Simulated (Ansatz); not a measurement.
# Does disorder add resistance in series? Rh(111) layers displaced at 273 K

Two lengths of the disordered region are known. What area resistance does the third give?

**Method.** Ansatz 0.2.0, plane waves with PAW datasets at their recommended cutoffs (420 eV for most), Fermi-Dirac smearing; ballistic transmission by layer matching. The area resistance is RA = A (h/2e²)(1/T − 1/N), with T the zone-mean transmission per spin and N the lead's channels, both averaged over a few energies near the Fermi level; for magnets each spin is taken apart, with h/e², and the two conduct in parallel. Lateral cell 2x2, PBE, a fresh random draw for each length. Atoms are displaced independently, by 0.0426 Å r.m.s. per direction; each RA is scaled by the nominal over the drawn mean square displacement.

The runs, with one result withheld:

| length (Å) | channels N | RA (fΩ m²) |
| --- | --- | --- |
| 8.78 | 7.000 | 0.0484 |
| 17.6 | 7.000 | 0.0775 |
| 26.3 | 7.000 | ? |

Worked fit:

Ohm's law makes RA linear in the length: the slope is (0.0775 − 0.0484)/(17.6 − 8.78) = 3.32×10⁻³ fΩ m² per Å, or 3.3 µΩ cm. Then 0.0775 + 3.32×10⁻³ × 8.78. Predicted: 0.107 fΩ m².

What the run gave:

0.132 fΩ m², so the prediction is 19 % too low. The three lengths together give 4.8 µΩ cm. Single draws scatter; these runs don't part the causes of the miss, and leave the question open.

Caveats: The scatterers repeat sideways with the small cell. The slope is a raw one; a model of isotropic scattering puts it 1.11 times the bulk value over these lengths.
